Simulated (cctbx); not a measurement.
# What is wrong with this refinement?

Cell a = 5.0400 Å, b = 9.0030 Å, c = 10.6000 Å, α = 90.00°, β = 90.00°, γ = 90.00°; space group Fmmm (no. 69).

The data are simulated with cctbx, not measured: synchrotron X-rays, λ = 0.4959 Å, to d = 0.7 Å, 80 % of the full sphere, strongest reflection 5000 counts, noise from counting, a 4 % proportional error and a noise floor of 8 counts (s.d.); no absorption.

An anisotropic refinement with weights 1/σ² prints:

```text
Rint 0.050, 227 unique reflections to 0.70 A
cycle     R1     wR2    GooF  max shift (A)
   1  0.0550  0.1211   2.742   0.00175
   2  0.0548  0.1207   2.732   0.00000
final R1 0.0548 wR2 0.1207 GooF 2.732  parameters 14  data/parameter 16.2
atom        x        y        z      Ueq    occ   su(xyz)  su(Uiso or U11)
Pd1    0.50000  0.00000  0.00000   0.0065  1.000  0.00000  0.0011
Pd2    0.25000  0.75000  0.00000   0.0062  1.000  0.00000  0.0008
Pd3    0.75000  0.75000  0.75000   0.0066  1.000  0.00000  0.0008
Mg1    0.00000  0.00000  0.85718   0.0137  1.000  0.00084  0.0041
difference map: max 12.83 min -1.63 rms 0.80
Q1    0.0000  0.1615  0.3743   16   13.00  1.97 A from Pd1
Q2    0.2500  0.2500  0.2500    8    1.50  0.00 A from Pd3
Q3    0.2500  0.2500  0.0000    8    1.30  0.00 A from Pd2
Q4    0.0660  0.2355  0.0808   32    1.05  1.27 A from Pd2
Q5    0.1132  0.1970  0.4505   32    1.02  0.99 A from Pd2
Q6    0.2060  0.1287  0.0000   16    0.99  1.11 A from Pd2
```

Q: Accept it or mend it, and why?

Mend it. The fault: an atom left out, B at (1/2, 0.8393, 0.8735). Against the right model at the same level, R1 goes from 0.0190 to 0.0548 and GooF from 0.95 to 2.73 and the top difference peak, 13.0 e/Å³, lies 1.97 Å from Pd1. Q1 is the missing atom. With scattering power missing, scale and phases suffer, so peaks may also grow on the heavy atoms.

The compound is Mg2B4Pd5. The right model at the same level gives:

```text
Rint 0.050, 227 unique reflections to 0.70 A
cycle     R1     wR2    GooF  max shift (A)
   1  0.0196  0.0429   0.985   0.00125
   2  0.0190  0.0414   0.951   0.00000
final R1 0.0190 wR2 0.0414 GooF 0.951  parameters 20  data/parameter 11.3
atom        x        y        z      Ueq    occ   su(xyz)  su(Uiso or U11)
Pd1    0.50000  0.00000  0.00000   0.0067  1.000  0.00000  0.0004
Pd2    0.25000  0.75000  0.00000   0.0062  1.000  0.00000  0.0003
Pd3    0.75000  0.75000  0.75000   0.0066  1.000  0.00000  0.0003
Mg1    0.00000  0.00000  0.85736   0.0126  1.000  0.00028  0.0014
B1     0.50000  0.83929  0.87358   0.0154  1.000  0.00083  0.0032
difference map: max 1.19 min -1.27 rms 0.28
Q1    0.1327  0.0000  0.0000    8    1.19  1.65 A from Mg1
Q2    0.2004  0.1386  0.0000   16    0.90  1.03 A from Pd2
Q3    0.0000  0.1937  0.1956   16    0.86  1.48 A from Pd3
Q4    0.2318  0.0000  0.1331   16    0.84  1.17 A from Mg1
Q5    0.1016  0.0000  0.3496   16    0.83  1.56 A from B1
Q6    0.1090  0.0445  0.1483   32    0.82  0.68 A from Mg1
```

This is a model crystal, built by substitution and not relaxed, with assumed displacement parameters.

[Middle refinement cycles are left out of these outputs.]

[Logs are printed without paths, hosts, clocks, repeated set-up lines and the standing remarks that a program may print on its own settings, such as how far it seeks lower states.]
